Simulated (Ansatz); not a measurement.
**ScCo3C (Pm-3m): phonons and vibrational spectra**

Wanted: phonon frequencies of ScCo3C (Pm-3m) and what follows from them.

Method: DFT PBEsol, scalar-relativistic, plane waves, PAW; PAW set soft_1, in Ansatz 0.2.0.

### Step 1. The structure

Symmetry: Pm-3m, No. 221, cubic system. Conventional cell: a = 3.781 Å, b = 3.781 Å, c = 3.781 Å, α = 90.00°, β = 90.00°, γ = 90.00°. Sc has 12 Co at 2.67 Å nearest. Nearest to Co lie 2 C at 1.89 Å and 8 Co at 2.67 Å and 4 Sc at 2.67 Å. Nearest to C lie 6 Co at 1.89 Å. Farther neighbours are not listed.

Structure file:

```cif
data_structure
_symmetry_space_group_name_H-M 'P 1'
_symmetry_Int_Tables_number 1
_cell_length_a 3.7809
_cell_length_b 3.7809
_cell_length_c 3.7809
_cell_angle_alpha 90.000
_cell_angle_beta 90.000
_cell_angle_gamma 90.000
_cell_volume 54.05
loop_
_atom_site_label
_atom_site_type_symbol
_atom_site_fract_x
_atom_site_fract_y
_atom_site_fract_z
_atom_site_occupancy
Sc1 Sc 0.00000 0.00000 0.00000 1
Co2 Co 0.00000 0.50000 0.50000 1
Co3 Co 0.50000 0.00000 0.50000 1
Co4 Co 0.50000 0.50000 0.00000 1
C5 C 0.50000 0.50000 0.50000 1
```

### Step 2. Relaxation

The cell and atoms are relaxed, since residual forces and stress would shift the frequencies.

input.yaml reads:

```yaml
crystal:
  lattice:
    - [3.78093826, 0.0, 0.0]
    - [0.0, 3.78093826, 0.0]
    - [0.0, 0.0, 3.78093826]
  atoms:
    - { symbol: Sc, position: [0.0, 0.0, 0.0] }
    - { symbol: Co, position: [0.0, 0.5, 0.5] }
    - { symbol: Co, position: [0.5, 0.0, 0.5] }
    - { symbol: Co, position: [0.5, 0.5, 0.0] }
    - { symbol: C, position: [0.5, 0.5, 0.5] }
kpoints:
  mp_grid: { grid: [10, 10, 10] }
hamiltonian:
  xc: pbesol
  pseudopotentials: { kind: paw, azcp: { folder: soft_1 }, xc_functional: pbe }
scf:
  occupations: { method: gaussian, width: 0.1 }
output:
  forces: true
  stress: true
  eigenvalues: true
  write_density: true
  write_potential: true
  elf: true
  volumetric_format: npy
relax:
  adjacent_minimum: "off"
  f_tol: 0.005
  max_steps: 80
  cell: { stress_tol: 0.05 }
```

Launch:

```sh
> ansatz run input.yaml --threads 4 --pin off --max-ram 10240MiB --backend cpu --events-out ev --progress --plain --runs-dir out
```

Numbers of over 12 decimals in the logs are rounded to 6 here.

Log:

```text
Engine: ansatz 0.2.0, aarch64-unknown-linux-gnu
Pseudopotentials: kind: paw
Pseudopotential: Sc, paw, valence charge 11, recommended cutoff 420 eV (normal), soft_1/Sc.paw.azcp
Pseudopotential: Co, paw, valence charge 17, recommended cutoff 420 eV (normal), soft_1/Co.paw.azcp
Pseudopotential: C, paw, valence charge 4, recommended cutoff 420 eV (normal), soft_1/C.paw.azcp
Functional definition: PBEsol
  exchange = pbesol_x
  correlation = pbesol_c
Crystal: 5 atoms, lattice volume = 54.050 Å³
Basis set: ecut = 420 eV, 1021 PW (Γ), exchange–correlation on 54×54×54 points (8 copies of the dense FFT grid, shifted against one another)
Bands: 40, of which v1, the nominal top of the filled ones, is band 33 counted from 1 (32 counted from 0)
Symmetry: 48 space group operations
Space group: Pm-3m (ITA 221), of the structure as read, at distance tolerance 3.8e-5 Å
k-points: 56 of 1000
Non-local potential: Sc, projectors of the file, l = 0: 3, l = 1: 2, l = 2: 3, l = 3: 1
Non-local potential: Co, projectors of the file, l = 0: 3, l = 1: 2, l = 2: 3, l = 3: 1
Non-local potential: C, projectors of the file, l = 0: 2, l = 1: 2, l = 2: 1
PAW form: soft (Blöchl's): semilocal exchange-correlation on the pseudo side does not see the compensation charge
PAW frozen core: Sc, regenerated for the run's functional, and the local potential with it (the file was generated under x = pbe(κ = 0.804, μ = 0.219515), c = pbe(β = 0.066725))
PAW frozen core: Co, regenerated for the run's functional, and the local potential with it (the file was generated under x = pbe(κ = 0.804, μ = 0.219515), c = pbe(β = 0.066725))
PAW frozen core: C, regenerated for the run's functional, and the local potential with it (the file was generated under x = pbe(κ = 0.804, μ = 0.219515), c = pbe(β = 0.066725))
PAW one-centre angular grid: Sc, 590 points (default); XC on 64 Gauss nodes
PAW one-centre angular grid: Co, 590 points (default); XC on 64 Gauss nodes
PAW one-centre angular grid: C, 110 points (default); XC on 64 Gauss nodes
Initial density: superposition of atomic densities (chi_scale 0.1, normalization cell, long waves kept (reshape's long-wave potential 0.00 eV rms))
Initial wavefunctions: pseudopotential atomic-orbital guess
Functional: x = pbesol(κ = 0.804, μ = 0.123457), c = pbesol(β = 0.046)
SCF iter   1: F=—  HF=-17638.964719 eV  |F-HF|=—  |Δ(HF+E_count)|=         —  Δρ=6.27e-2  dr2=9.75e-1  ethr=3.10e-3  ⟨swp⟩=4.3  Hψ=6759  notcnv=0
preconditioner: auto → Kerker (q_TF=auto, 2.821 Å⁻¹)  [metal: Δε(μ)=0.074 eV  Ē_g=8.993 eV  σ=0.100 eV  W_gap=0.35  n_scr=18 (ndim 8)  ℏωp=31.9 eV  f_vac=0.000  D(μ)=0.93/eV (n_scr^D=6)]
SCF iter   2: F=—  HF=-17638.813792 eV  |F-HF|=—  |Δ(HF+E_count)|=   1.51e-1  Δρ=2.42e-2  dr2=1.06e-1  ethr=1.48e-3  ⟨swp⟩=2.1  Hψ=3622  notcnv=0  defer=84
SCF iter   3: F=—  HF=-17638.853239 eV  |F-HF|=—  |Δ(HF+E_count)|=   3.94e-2  Δρ=1.01e-2  dr2=4.12e-2  ethr=1.60e-4  ⟨swp⟩=2.0  Hψ=3427  notcnv=0  defer=84
SCF iter   4: F=—  HF=-17638.854122 eV  |F-HF|=—  |Δ(HF+E_count)|=   8.82e-4  Δρ=8.57e-3  dr2=2.58e-2  ethr=6.24e-5  ⟨swp⟩=2.1  Hψ=3098  notcnv=0  defer=84
SCF iter   5: F=—  HF=-17638.850562 eV  |F-HF|=—  |Δ(HF+E_count)|=   3.56e-3  Δρ=1.54e-3  dr2=1.28e-3  ethr=3.91e-5  ⟨swp⟩=2.0  Hψ=2837  notcnv=0  defer=84
SCF iter   6: F=—  HF=-17638.850300 eV  |F-HF|=—  |Δ(HF+E_count)|=   2.63e-4  Δρ=4.62e-4  dr2=1.46e-4  ethr=1.94e-6  ⟨swp⟩=2.1  Hψ=2724  notcnv=0  defer=84
SCF iter   7: F=—  HF=-17638.850291 eV  |F-HF|=—  |Δ(HF+E_count)|=   8.38e-6  Δρ=1.44e-4  dr2=1.17e-5  ethr=2.21e-7  ⟨swp⟩=2.0  Hψ=2622  notcnv=0  defer=84
SCF iter   8: F=—  HF=-17638.850257 eV  |F-HF|=—  |Δ(HF+E_count)|=   3.49e-5  Δρ=1.58e-5  dr2=8.90e-8  ethr=1.52e-10  ⟨swp⟩=11.6  Hψ=17291  notcnv=0
SCF iter   9: F=-17638.850257 eV  HF=-17638.850257 eV  |F-HF|=6.22e-10  |Δ(HF+E_count)|=   5.88e-9  Δρ=2.15e-6  dr2=1.29e-9  ethr=1.35e-10  ⟨swp⟩=6.2  Hψ=14008  notcnv=0
SCF 1 converged in 9 iterations: F = -17638.850257 eV  dr2 = 1.29e-9
  greatest PAW one-centre occupation: 1.001 electrons in one spin orbital (limit 2), on the Co atom at site 3 (counted from 0), in its partial waves of l = 1
relax step   1: F+E_penalty+E_count = -17638.85025650 eV  Δ(F+E_penalty+E_count) = +0.000e0 eV  max|allowed force component| = 3.008e-29 eV/Å  Δτ_max = 0.0000 Å  P = -3.789 GPa  Ω = 54.050 Å³  (9 SCF iters, dr2 threshold 1.00e-7 eV, accepted)
Crystal: 5 atoms, lattice volume = 53.509 Å³
Initial density: handed on by an earlier stage of this run
Initial wavefunctions: those handed on with the density
iter 1 solved again at ethr=2.92e-6 eV; its pass at ethr=3.10e-3 eV (dr2=1.93e-3 eV) is discarded
SCF iter   1: F=—  HF=-17638.860023 eV  |F-HF|=—  |Δ(HF+E_count)|=         —  Δρ=2.11e-3  dr2=2.03e-3  ethr=2.92e-6  ⟨swp⟩=2.1  Hψ=8320  notcnv=0
preconditioner: auto → Kerker (q_TF=auto, 2.825 Å⁻¹)  [metal: Δε(μ)=0.018 eV  Ē_g=8.974 eV  σ=0.100 eV  W_gap=0.10  n_scr=18 (ndim 8)  ℏωp=32.1 eV  f_vac=0.000  D(μ)=1.41/eV (n_scr^D=6)]
SCF iter   2: F=—  HF=-17638.859816 eV  |F-HF|=—  |Δ(HF+E_count)|=   2.07e-4  Δρ=7.11e-4  dr2=2.83e-4  ethr=2.92e-6  ⟨swp⟩=2.0  Hψ=2422  notcnv=0
SCF iter   3: F=—  HF=-17638.859745 eV  |F-HF|=—  |Δ(HF+E_count)|=   7.05e-5  Δρ=1.40e-4  dr2=1.14e-5  ethr=4.28e-7  ⟨swp⟩=2.0  Hψ=2640  notcnv=0
SCF iter   4: F=—  HF=-17638.859746 eV  |F-HF|=—  |Δ(HF+E_count)|=   6.98e-7  Δρ=6.84e-5  dr2=1.37e-6  ethr=1.73e-8  ⟨swp⟩=2.0  Hψ=3031  notcnv=0
iter 5 did not close the SCF: its close was put off for the readings that it lacked (scf_convergence_deferred on its scf_iter line)
SCF iter   5: F=-17638.859746 eV  HF=-17638.859746 eV  |F-HF|=2.21e-8  |Δ(HF+E_count)|=   9.00e-8  Δρ=8.91e-6  dr2=3.24e-8  ethr=2.07e-9  ⟨swp⟩=1.8  Hψ=2367  notcnv=0
SCF iter   6: F=-17638.859746 eV  HF=-17638.859746 eV  |F-HF|=3.67e-9  |Δ(HF+E_count)|=   6.40e-9  Δρ=3.77e-6  dr2=7.91e-9  ethr=4.91e-11  ⟨swp⟩=6.3  Hψ=14476  notcnv=0
SCF 2 converged in 6 iterations: F = -17638.859746 eV  dr2 = 7.91e-9
  greatest PAW one-centre occupation: 1.001 electrons in one spin orbital (limit 2), on the Co atom at site 2 (counted from 0), in its partial waves of l = 1
relax step   2: F+E_penalty+E_count = -17638.85974577 eV  Δ(F+E_penalty+E_count) = -9.489e-3 eV  max|allowed force component| = 1.252e-29 eV/Å  Δτ_max = 0.0000 Å  P = -1.545 GPa  Ω = 53.509 Å³  energy of the carried Pulay correction = +4.472e-4 eV  (6 SCF iters, dr2 threshold 5.00e-7 eV, accepted)
Crystal: 5 atoms, lattice volume = 53.143 Å³
iter 1 solved again at ethr=1.34e-6 eV; its pass at ethr=3.10e-3 eV (dr2=8.88e-4 eV) is discarded
SCF iter   1: F=—  HF=-17638.861913 eV  |F-HF|=—  |Δ(HF+E_count)|=         —  Δρ=1.44e-3  dr2=9.46e-4  ethr=1.34e-6  ⟨swp⟩=2.1  Hψ=8334  notcnv=0
preconditioner: auto → Kerker (q_TF=auto, 2.829 Å⁻¹)  [metal: Δε(μ)=0.054 eV  Ē_g=9.006 eV  σ=0.100 eV  W_gap=0.28  n_scr=18 (ndim 8)  ℏωp=32.2 eV  f_vac=0.000  D(μ)=1.39/eV (n_scr^D=6)]
SCF iter   2: F=—  HF=-17638.861820 eV  |F-HF|=—  |Δ(HF+E_count)|=   9.30e-5  Δρ=4.91e-4  dr2=1.34e-4  ethr=1.34e-6  ⟨swp⟩=2.0  Hψ=2423  notcnv=0
SCF iter   3: F=—  HF=-17638.861776 eV  |F-HF|=—  |Δ(HF+E_count)|=   4.36e-5  Δρ=9.52e-5  dr2=5.26e-6  ethr=2.03e-7  ⟨swp⟩=2.0  Hψ=2645  notcnv=0
SCF iter   4: F=—  HF=-17638.861777 eV  |F-HF|=—  |Δ(HF+E_count)|=   3.17e-7  Δρ=4.81e-5  dr2=6.91e-7  ethr=7.96e-9  ⟨swp⟩=2.0  Hψ=3056  notcnv=0
iter 5 did not close the SCF: its close was put off for the readings that it lacked (scf_convergence_deferred on its scf_iter line)
SCF iter   5: F=-17638.861777 eV  HF=-17638.861777 eV  |F-HF|=1.16e-8  |Δ(HF+E_count)|=   5.46e-8  Δρ=6.25e-6  dr2=1.67e-8  ethr=1.05e-9  ⟨swp⟩=1.8  Hψ=2346  notcnv=0
SCF iter   6: F=-17638.861777 eV  HF=-17638.861777 eV  |F-HF|=1.99e-9  |Δ(HF+E_count)|=   3.49e-9  Δρ=2.62e-6  dr2=3.98e-9  ethr=2.53e-11  ⟨swp⟩=6.2  Hψ=14156  notcnv=0
SCF 3 converged in 6 iterations: F = -17638.861777 eV  dr2 = 3.98e-9
  greatest PAW one-centre occupation: 1.001 electrons in one spin orbital (limit 2), on the Co atom at site 1 (counted from 0), in its partial waves of l = 1
relax step   3: F+E_penalty+E_count = -17638.86177662 eV  Δ(F+E_penalty+E_count) = -2.031e-3 eV  max|allowed force component| = 6.995e-30 eV/Å  Δτ_max = 0.0000 Å  P = +0.044 GPa  Ω = 53.143 Å³  energy of the carried Pulay correction = +7.523e-4 eV  (6 SCF iters, dr2 threshold 5.00e-7 eV, accepted)
Initial wavefunctions: pseudopotential atomic-orbital guess (no wavefunctions were taken with the density)
iter 1 solved again at ethr=1.56e-7 eV; its pass at ethr=3.10e-3 eV (dr2=1.03e-4 eV) is discarded
SCF iter   1: F=—  HF=-17638.861064 eV  |F-HF|=—  |Δ(HF+E_count)|=         —  Δρ=3.64e-5  dr2=8.91e-8  ethr=1.56e-7  ⟨swp⟩=3.0  Hψ=12966  notcnv=0
preconditioner: auto → Kerker (q_TF=auto, 2.829 Å⁻¹)  [metal: Δε(μ)=0.054 eV  Ē_g=9.006 eV  σ=0.100 eV  W_gap=0.28  n_scr=18 (ndim 8)  ℏωp=32.2 eV  f_vac=0.000  D(μ)=1.38/eV (n_scr^D=6)]
SCF iter   2: F=—  HF=-17638.861043 eV  |F-HF|=—  |Δ(HF+E_count)|=   2.02e-5  Δρ=2.29e-5  dr2=8.94e-8  ethr=1.35e-10  ⟨swp⟩=2.5  Hψ=4281  notcnv=0
SCF iter   3: F=—  HF=-17638.861043 eV  |F-HF|=—  |Δ(HF+E_count)|=   1.79e-8  Δρ=6.24e-6  dr2=4.81e-9  ethr=1.35e-10  ⟨swp⟩=1.0  Hψ=2242  notcnv=0
SCF iter   4: F=—  HF=-17638.861043 eV  |F-HF|=—  |Δ(HF+E_count)|=   1.56e-9  Δρ=1.14e-6  dr2=5.01e-10  ethr=7.29e-12  ⟨swp⟩=2.0  Hψ=3194  notcnv=0
SCF iter   5: F=—  HF=-17638.861043 eV  |F-HF|=—  |Δ(HF+E_count)|=  1.49e-10  Δρ=6.56e-7  dr2=2.23e-10  ethr=1.00e-12  ⟨swp⟩=2.7  Hψ=3970  notcnv=0
SCF iter   6: F=-17638.861043 eV  HF=-17638.861043 eV  |F-HF|=1.46e-11  |Δ(HF+E_count)|=  2.55e-11  Δρ=1.18e-7  dr2=1.13e-11  ethr=1.00e-12  ⟨swp⟩=4.9  Hψ=10738  notcnv=0
SCF 4 converged in 6 iterations: F = -17638.861043 eV  dr2 = 1.13e-11
relax step   4: F+E_penalty+E_count = -17638.86104337 eV  Δ(F+E_penalty+E_count) = +7.332e-4 eV  max|allowed force component| = 1.110e-29 eV/Å  Δτ_max = 0.0000 Å  P = +0.033 GPa  Ω = 53.143 Å³  stress off target by 3.27e-2 GPa  SCF on the basis re-selected at this cell (its energy is not comparable with the rows above)  (6 SCF iters)
basis re-selected at this cell: Δ(F+E_penalty+E_count) = +7.332e-4 eV, ΔP = -0.011 GPa vs the last step (what re-selecting the basis moved, of the pressure what is left beyond the Pulay correction that the steps carried, after the strain that the cell walked since its last selection, with what the two solves' SCF thresholds leave and, on support functions, any second-order correction that the steps lacked; it is no m [...]
SCF converged after 6 iterations
Free energy (F): -17638.861043 eV
Harris-Foulkes:  -17638.861043 eV  (|F-HF|=1.46e-11)
Internal energy: -17638.854144 eV  (E = F + TS)
E sigma→0 (E₀):  -17638.857594 eV
Entropy (-TS):   -0.006899 eV (-1.380 meV/atom)
Fermi energy:    17.376294 eV
--- Per-component energies (eV) ---
  E_band       = -841.840001
  E_kinetic    = 1184.935764
  E_local      = -9586.508330  (includes V_loc(G=0)·N_el)
  E_nonlocal   = 1483.410865
  E_hartree    = 4229.532536
  E_xc         = -411.743986
  E_vxc        = -524.739822  (∫ρ·V_xc dr)
  E_paw        = -5687.903747  (= ΣΔE_a)
  E_vpaw       = -1858.003181  (= ΣTr[D̂ρ^β])
  E_aug_tail   = -0.000076  (compensation charges beyond the density's cutoff)
  E_ewald      = -8851.292553
  E_core_change = 0.715384  (= ΣΔE_core)
  E_smearing   = -0.006899  (= −TS)
  E_closure    = -0.000000  (closes the sum)
  Σ components = -17638.861043   (vs F -17638.861043, Δ=0.00e0)
--- Forces (eV/Å), atoms counted from 1 ---
  atom   1  Sc    -0.00000000    -0.00000000    -0.00000000
  atom   2  Co    -0.00000000     0.00000000     0.00000000
  atom   3  Co     0.00000000     0.00000000     0.00000000
  atom   4  Co     0.00000000    -0.00000000     0.00000000
  atom   5  C      0.00000000    -0.00000000     0.00000000
  max |Σ_I F_I| component: 7.10e-30 eV/Å
--- Stress (GPa, compression-positive) ---
        0.032663       0.000000       0.000000
        0.000000       0.032663      -0.000000
        0.000000      -0.000000       0.032663
  P = ⅓ Tr σ = 0.0327 GPa (0.327 kbar)
--- Band table (eV; the first three rows and the last of 56) ---
  k-point 0: bands = [... 29 lower, 16.1222, 16.1222, 17.2114, 17.2114, 17.2114, 17.4830, 19.8663, 19.8663, ... 3 higher]
  k-point 1: bands = [... 29 lower, 16.1244, 16.2825, 17.2115, 17.2670, 17.2670, 17.4374, 19.8338, 19.9401, ... 3 higher]
  k-point 2: bands = [... 29 lower, 16.1272, 16.4053, 17.2118, 17.3017, 17.4217, 17.4217, 19.7455, 20.1342, ... 3 higher]
  k-point 55: bands = [... 29 lower, 17.2446, 17.2446, 17.2446, 17.5116, 17.5116, 17.5116, 18.4925, 18.4925, ... 3 higher]
--- Relaxed structure (3 steps of the walk, 3 accepted, 1 SCFs on fresh bases) ---
  F+E_penalty+E_count = -17638.86104337 eV   max|allowed force component| = 1.110e-29 eV/Å   (the final SCF, on the basis selected at the relaxed cell)
  cell:  # Å, volume = 53.1430 Å³
    - [3.759661, 0, 0]
    - [0, 3.759661, 0]
    - [0, 0, 3.759661]
  atoms:
    - { symbol: Sc, position: [0, 0, 0] }
    - { symbol: Co, position: [0, 0.5, 0.5] }
    - { symbol: Co, position: [0.5, 0, 0.5] }
    - { symbol: Co, position: [0.5, 0.5, 0] }
    - { symbol: C, position: [0.5, 0.5, 0.5] }
```

It took 9 s on 4 threads of Arm Neoverse V1, shared host; peak memory 0.46 GiB; 34 s of CPU time.

This run has no spin polarisation, although Co can carry a moment.

Relaxation path:

| step | energy less that of the first step (eV) | largest force component (eV/Å) | pressure (GPa) | volume (Å³) |
| --- | --- | --- | --- | --- |
| 1 | 0.0000 | 0.0000 | -3.79 | 54.05 |
| 2 | -0.0095 | 0.0000 | -1.54 | 53.51 |
| 3 | -0.0115 | 0.0000 | 0.04 | 53.14 |
| 4* | -0.0108 | 0.0000 | 0.03 | 53.14 |

Relaxation steps marked * repeat the geometry before them on a plane-wave basis chosen anew for their cell, so energy and pressure can jump there.

The run keeps the 48 symmetry operations that it works with, so distortions that break them were not tested.

| conventional cell, symmetrised | before | after | change |
| --- | --- | --- | --- |
| a (Å) | 3.781 | 3.760 | -0.6 % |
| b (Å) | 3.781 | 3.760 | -0.6 % |
| c (Å) | 3.781 | 3.760 | -0.6 % |
| volume (Å³/atom) | 10.81 | 10.63 | -1.7 % |

Final coordinates:

```cif
data_structure
_symmetry_space_group_name_H-M 'P 1'
_symmetry_Int_Tables_number 1
_cell_length_a 3.7597
_cell_length_b 3.7597
_cell_length_c 3.7597
_cell_angle_alpha 90.000
_cell_angle_beta 90.000
_cell_angle_gamma 90.000
_cell_volume 53.14
loop_
_atom_site_label
_atom_site_type_symbol
_atom_site_fract_x
_atom_site_fract_y
_atom_site_fract_z
_atom_site_occupancy
Sc1 Sc 0.00000 0.00000 0.00000 1
Co2 Co 0.00000 0.50000 0.50000 1
Co3 Co 0.50000 0.00000 0.50000 1
Co4 Co 0.50000 0.50000 0.00000 1
C5 C 0.50000 0.50000 0.50000 1
```

This step gave:

| Item | Value |
| --- | --- |
| pressure | 0.03266 GPa |
| volume per atom | 10.63 Å³ |
| gap on the k-mesh | 0 eV |

Electrostatic potential energy in the ac plane at fractional y = 0.500, with atoms of Co and C within 0.2 Å of it. With pseudopotentials it is smooth inside the atoms' cores, unlike the true potential.

Ten even steps from '0' (-39 eV) to '9' (20 eV), each cell a mean:
```
99986211136999
99997421258999
99999754579999
67899887899986
23589754689753
11378510268521
21267300047411
21267400158521
22588743578742
56899877899976
89999866789998
99998522358999
99996211137999
99985222126999
```
Columns run along a (3.8 Å; values clipped at the 3rd and 97th percentile), rows up along c (3.8 Å). Atoms in or near the plane, at fractional coordinates: Co at (0.00, 0.50), Co at (0.50, 0.00), C at (0.50, 0.50).

Valence density in the ac plane at fractional y = 0.500, with atoms of Co and C within 0.2 Å of it. It is the smooth field of the valence electrons, not physical close to the nuclei.

Ten steps, logarithmic in the rise over the least value, from '_' (0 e/Å³) to '@' (41 e/Å³), each cell a mean:
```
________::++%%@@##==::______
________..--++**++--..______
________....::--::..________
::....__....::::......__..::
++==::....::::::::......--==
%%##==::::::------::..::++##
@@%%++::::::------::::--**@@
@@##++::::::------::::::++%%
**++--....::::::::::....--++
::::..__....::::::........::
..________..::::::..________
________..--++++==::..______
________::++##%%##==..______
______..::**@@@@%%++::______
```
Columns run along a (3.8 Å), rows up along c (3.8 Å). Atoms in or near the plane, at fractional coordinates: Co at (0.00, 0.50), Co at (0.50, 0.00), C at (0.50, 0.50).

ELF in the ac plane at fractional y = 0.500, with atoms of Co and C within 0.2 Å of it. It is the smooth field of the valence electrons, not physical close to the nuclei.

Values, 14 rows by 14 columns, each cell a mean:
```
0.37 0.36 0.32 0.21 0.22 0.35 0.55 0.64 0.49 0.30 0.21 0.24 0.34 0.37
0.33 0.34 0.34 0.24 0.18 0.24 0.35 0.39 0.31 0.21 0.19 0.28 0.35 0.34
0.23 0.24 0.29 0.29 0.22 0.19 0.23 0.24 0.21 0.19 0.23 0.30 0.28 0.24
0.22 0.20 0.19 0.27 0.38 0.44 0.47 0.48 0.46 0.43 0.36 0.23 0.19 0.21
0.34 0.28 0.20 0.24 0.49 0.67 0.69 0.68 0.70 0.65 0.43 0.19 0.21 0.30
0.57 0.45 0.28 0.25 0.54 0.69 0.47 0.34 0.55 0.70 0.46 0.21 0.31 0.49
0.74 0.58 0.34 0.27 0.56 0.64 0.22 0.05 0.34 0.68 0.48 0.24 0.39 0.64
0.64 0.51 0.30 0.25 0.55 0.67 0.37 0.22 0.47 0.69 0.47 0.23 0.35 0.55
0.39 0.32 0.21 0.23 0.51 0.70 0.67 0.64 0.69 0.67 0.44 0.19 0.24 0.35
0.24 0.21 0.18 0.26 0.41 0.51 0.55 0.56 0.54 0.49 0.38 0.22 0.18 0.22
0.21 0.21 0.25 0.30 0.26 0.23 0.25 0.27 0.25 0.24 0.27 0.29 0.24 0.21
0.31 0.32 0.34 0.25 0.18 0.21 0.30 0.34 0.28 0.20 0.19 0.29 0.34 0.32
0.36 0.36 0.32 0.21 0.21 0.32 0.51 0.58 0.45 0.28 0.20 0.24 0.34 0.36
0.37 0.36 0.31 0.21 0.24 0.39 0.64 0.74 0.57 0.34 0.22 0.23 0.33 0.37
```
Columns run along a (3.8 Å), rows up along c (3.8 Å). Atoms in or near the plane, at fractional coordinates: Co at (0.00, 0.50), Co at (0.50, 0.00), C at (0.50, 0.50).

In this step the volume went from 10.81 to 10.63 Å³/atom.

### Step 3. Relaxing to small forces for the phonons

Phonons need a cell at rest on their own settings, so the relaxation is repeated with tight tolerances on forces and stress, using the mesh and the filling of the phonon run that follows.

input.yaml reads:

```yaml
crystal:
  lattice:
    - [3.7596611614, 0.0, 0.0]
    - [0.0, 3.7596611614, 0.0]
    - [0.0, 0.0, 3.7596611614]
  atoms:
    - { symbol: Sc, position: [0.0, 0.0, 0.0] }
    - { symbol: Co, position: [0.0, 0.5, 0.5] }
    - { symbol: Co, position: [0.5, 0.0, 0.5] }
    - { symbol: Co, position: [0.5, 0.5, 0.0] }
    - { symbol: C, position: [0.5, 0.5, 0.5] }
kpoints:
  mp_grid: { grid: [12, 12, 12] }
hamiltonian:
  xc: pbesol
  pseudopotentials: { kind: paw, azcp: { folder: soft_1 }, xc_functional: pbe }
scf:
  occupations: { method: methfessel_paxton, width: 0.2 }
output:
  forces: true
  stress: true
  eigenvalues: true
relax:
  adjacent_minimum: "off"
  f_tol: 0.001
  max_steps: 60
  cell: { stress_tol: 0.01 }
```

Log:

```text
[...]
Crystal: 5 atoms, lattice volume = 53.143 Å³
Basis set: ecut = 420 eV, 1021 PW (Γ), exchange–correlation on 54×54×54 points (8 copies of the dense FFT grid, shifted against one another)
Bands: 40, of which v1, the nominal top of the filled ones, is band 33 counted from 1 (32 counted from 0)
Symmetry: 48 space group operations
[...]
k-points: 84 of 1728
[...]
--- Relaxed structure (2 steps of the walk, 2 accepted, 1 SCFs on fresh bases) ---
[...]
cell:  # Å, volume = 53.1415 Å³
    - [3.759625, 0.0, 0.0]
    - [0.0, 3.759625, 0.0]
    - [0.0, 0.0, 3.759625]
  atoms:
    - { symbol: Sc, position: [0, 0, 0] }
    - { symbol: Co, position: [0, 0.5, 0.5] }
    - { symbol: Co, position: [0.5, 0, 0.5] }
    - { symbol: Co, position: [0.5, 0.5, 0] }
    - { symbol: C, position: [0.5, 0.5, 0.5] }
[key lines of the parts left out:]
SCF converged after 7 iterations
Free energy (F): -17638.854220 eV
Fermi energy:    17.369647 eV
P = ⅓ Tr σ = -0.0048 GPa (-0.048 kbar)
```

The job ended after 8.7 s (4 threads; peak memory 0.49 GiB; 33 s of CPU time).

Little changed from the start: no atom moved by 0.005 Å and no cell edge by 0.1 %.

This step gave:

```yaml
pressure: -0.004833 GPa
```

The forces vanish by symmetry and the pressure is -0.005 GPa, within the tolerances set. The cell now holds 10.63 Å³/atom.

[end of part 1 of 2]

[Logs are printed without paths, hosts, clocks, repeated set-up lines and the standing remarks that a program may print on its own settings, such as how far it seeks lower states.]

[Hosts, paths, dates, database ids (printed as entryN), source tags and the programs' standing remarks are cut or masked in the printed files.]
